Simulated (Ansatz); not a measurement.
# Where O_C puts its levels in the gap of SiC (P6_3mc), part 2 of 2

Charge states of O_C in SiC (P6_3mc), set against the band edges. Model: a cell of 108 host atoms with 1 C taken out and 1 O put in.

Ansatz; place-levels on r2SCAN runs: charge-transition levels and formation energies with image-charge correction and potential alignment at the atomic sites; PAW set soft_1.

So far: The starting structure; What was run first; Placing the levels, r2SCAN.

## 3. Placing the levels, r2SCAN (continued)

Levels between the charges placed, in eV above the valence top:

```csv
,gap (eV),(+2/+1),(+1/0),(0/−1)
r2SCAN,2.37,1.58,2.06,2.41
```

Corrections by state:

```csv
charge,moment (μB),image terms and alignment (eV),band filling (eV),ε used,"over the lowest of its charge, as the program ranks them, band filling apart (eV)"
+2,0.0,0.634,-,"principal values (10.43, 10.43, 10.95)",0.000
+1,1.0,0.173,-,"principal values (10.43, 10.43, 10.95)",0.000
0,0.0,0.000,-,-,0.000
−1,1.0,0.044,-0.349,"principal values (10.43, 10.43, 10.95)",0.000
0,2.0,0.000,-,-,0.410
```

The charged structures listed were also run neutral, and place-levels reads from each pair, by the potential or the spins, how wide the charge is by which they differ; that can be the carrier of either run.

```csv
charge,rms radius (Å),spread where it is widest against the cell (Å),wide from (Å),reading
+2,3.6,2.04,1.39,wide
+1,3.6,1.79,1.39,wide
−1,6.7,3.27,1.39,wide
```

The neutral runs of these pairs need not share the spin of the lowest neutral state, and very wide values only mean spread over the cell.

From the program's caveats on the states, each cut to its opening words:

- charge +2: it parts from the run at its places by a charge that spreads by about 2 Å along one vector (1.4 Å or more is wide), by its potential at epsilon [7.09, 7.09, [...]
- charge +1 (1 μB): it parts from the run at its places by a charge that spreads by about 1.8 Å along one vector (1.4 Å or more is wide), by the spins about the atoms, where the [...]
- charge +1 (1 μB), −1 (1 μB), 0 (2 μB): flagged: stability check not made
- charge −1 (1 μB): it parts from the run at its places by a charge that spreads by about 3.3 Å along one vector (1.4 Å or more is wide), by its potential at epsilon [7.09, 7.09, [...]
- charge −1 (1 μB): a band-filling correction moves a carrier to the host's band edge, which changes its energy by -0.349 eV
- charge −1 (1 μB): its alignment with the host at atomic sites is doubtful: the mean over the far sites moves by -0.1131 eV from their farther parts to their nearer, more than [...]
- charge −1 (1 μB): the host's ions (past the first shell or, of a walk that freed a part, those that it held) aren't shown at rest: they stand up to 0.047 Å off their sites, 0.24 [...]
- charge −1 (1 μB): its sublattices stand up to 0.0082 Å off the host's, which by the two runs' forces adds about +0.02 eV to its energy against the host's, and moves the band [...]
- charge −1 (1 μB): its moments are held at its close (magnetization.spin_locking), by a field of 0.023 eV a Bohr magneton, and its energy and levels are of the state that this [...]
- charge 0 (2 μB): its alignment with the host at atomic sites is doubtful: the mean over the far sites moves by -0.0677 eV from their farther parts to their nearer, more than [...]
- charge 0 (2 μB): its moments are held at its close (magnetization.spin_locking), by a field of 0.211 eV a Bohr magneton, and its energy and levels are of the state that this [...]

The host's formation energy from the elements is -0.356 eV per atom; it sets how far the chemical potentials can move.

Limit set by the element alone; other compounds of these elements are not counted. Chemical potentials from the elements' reference states: C 0.00 eV, Si -0.71 eV, O 0.00 eV. Formation energy by charge state (C-rich; gap 2.37 eV):

```csv
charge,at valence top (eV),at conduction bottom (eV),correction included (eV)
+2,-3.20,1.54,0.63
+1,-1.61,0.75,0.17
0,0.45,0.45,0.00
−1,2.86,0.49,-0.31
```

Fermi level (eV), lowest formation energy (eV) and a bar from the least value:
```
     0.00      -3.20 
     0.22      -2.77 ####
     0.43      -2.34 #######
     0.65      -1.91 ###########
     0.86      -1.48 ##############
     1.08      -1.05 ##################
     1.29      -0.61 #####################
     1.51      -0.18 #########################
     1.72       0.11 ###########################
     1.94       0.32 #############################
     2.15       0.45 ##############################
     2.37       0.45 ##############################
```

Limit set by the element alone; other compounds of these elements are not counted. Chemical potentials from the elements' reference states: Si 0.00 eV, C -0.71 eV, O 0.00 eV. Formation energy by charge state (Si-rich; gap 2.37 eV):

```csv
charge,at valence top (eV),at conduction bottom (eV),correction included (eV)
+2,-3.91,0.83,0.63
+1,-2.33,0.04,0.17
0,-0.26,-0.26,0.00
−1,2.14,-0.23,-0.31
```

Fermi level (eV), lowest formation energy (eV) and a bar from the least value:
```
     0.00      -3.91 
     0.22      -3.48 ####
     0.43      -3.05 #######
     0.65      -2.62 ###########
     0.86      -2.19 ##############
     1.08      -1.76 ##################
     1.29      -1.32 #####################
     1.51      -0.89 #########################
     1.72      -0.60 ###########################
     1.94      -0.39 #############################
     2.15      -0.26 ##############################
     2.37      -0.26 ##############################
```

## 4. Effect of the sampling

The relaxations' own energies give the levels at their sampling, for comparison.

The input, levels.relax_mesh.yaml:

```yaml
host:
  run: host.relax.run
states: [qm1_M1.relax.run, q0.relax.run, qp1_M1.relax.run, qp2.relax.run, q0_M2.relax.run]
chemical_potentials:
  C:
    energy: -251.553391
    dataset: "<sha256 of the dataset>"
  O:
    energy: -565.989614
    dataset: <sha256 of the dataset>
```

On the command line:

```
> ansatz place-levels levels.relax_mesh.yaml -- --threads 4 --pin off --max-ram 15073MiB
```

Log:

```text
(+2/+1) 1.646 eV above the valence edge, 0.732 eV under the conduction edge
(+1/0) 2.125 eV above the valence edge, 0.253 eV under the conduction edge
[...]
formation energy of charge +2: -3.138 eV with the Fermi level at the valence edge
formation energy of charge +1: -1.492 eV with the Fermi level at the valence edge
formation energy of charge 0: +0.633 eV with the Fermi level at the valence edge
formation energy of charge -1: +3.054 eV with the Fermi level at the valence edge
  edges by r2scan, gap 2.378 eV; the host is sampled to repeats of 16.00 Å
[... the lines on each state left out ...]
```

Wall time 0.17 s (4 threads of Intel Xeon Platinum 8488C (Sapphire Rapids), shared host).

Levels between neighbouring charges, in eV above the valence top:

```csv
,gap (eV),(+2/+1),(+1/0),(0/−1)
"one point at (¼, ¼, ¼)",2.38,1.65,2.12,2.42
a 2×2×2 shifted mesh,2.37,1.58,2.06,2.41
```

Going from one point at (¼, ¼, ¼) to a 2×2×2 shifted mesh moves the levels that carry no band-filling term by up to 0.06 eV and formation energies against the elements by up to 0.20 eV; band-filling terms, which differ between samplings, are in these energies.

## 5. Outcome

* gap of the host: 2.37 eV (r2SCAN)
* level (plus 2/plus 1): 1.58 eV above the valence top
* level (plus 1/0): 2.06 eV above the valence top
* level (0/minus 1): 2.41 eV above the valence top, past the conduction bottom (2.76 eV above the valence top without the band-filling term)
* lowest of the charges placed, just above the valence top (0.02 eV): +2
* lowest of the charges placed, just below the conduction bottom (0.02 eV): 0
* lowest formation energy at mid-gap of the charges run, C-rich: -0.83 eV
* lowest formation energy at mid-gap of the charges run, Si-rich: -1.54 eV

What this shows: Of the charges placed (−1, 0, +1 and +2), the lowest changes at 1.58 eV (+2/+1) and 2.06 eV (+1/0) above the valence top, in a gap of 2.37 eV. Charges above +2 were not placed, so these runs say nothing of levels that involve them. States placed: +2 at 0 μB; +1 at 1 μB; 0 at 0 μB and 2 μB; −1 at 1 μB. Other spin states or structures, where not listed, weren't placed. The program finds carriers beyond a band edge of the host and adds a band-filling term at charge −1 (-0.35 eV); steps to such a charge show no bound level, and a defect level inside a band would be read the same way. O is taken at its element; compounds, which aren't counted here, bound the chemical potentials and would shift these formation energies. The lowest formation energy (Si-rich) is negative across the gap, so the defect would form by itself: these chemical potentials lie beyond what competing compounds allow, or the host is unstable against it. Going from one point at (¼, ¼, ¼) to a 2×2×2 shifted mesh moves the levels that carry no band-filling term by up to 0.06 eV and formation energies against the elements by up to 0.20 eV; band-filling terms, which differ between samplings, are in these energies. The program doubts the alignment of potentials for at least one state, a sign that the cell is small. Limits: r2SCAN makes the gap too small and tends to spread out bound carriers; where a gas molecule sets a chemical potential or the host's formation energy, its binding is uncorrected; force components of up to 0.25 eV/Å remain in a run at the final settings.

Calculation against experiment:

```
                             quantity  measured           r2SCAN
band gap (least gap of the host) (eV)      3.03  2.37 (-0.66 eV)
```

Measured values from arxiv:1806.04908 (2018).

Verdict: The band gap is off by -0.66 eV: a clear miss. Local and semilocal functionals usually give gaps below the measured ones. Zero-point and thermal motion shift the measured gap.

[Logs are printed without paths, hosts, clocks, repeated set-up lines and the standing remarks that a program may print on its own settings, such as how far it seeks lower states.]

[Hosts, paths, dates, database ids (printed as entryN), source tags and the programs' standing remarks are cut or masked in the printed files.]

[Where a table of states has a column of steps, it counts the stored structures, which are thinned; the runs took as many ionic steps or more.]

[A defect's name tells the site on which it was built; relaxed atoms can leave that site.]

[For some hosts the program warned that the k-mesh of the response run may be too coarse for force constants and the static dielectric constant; such warnings are not shown here.]
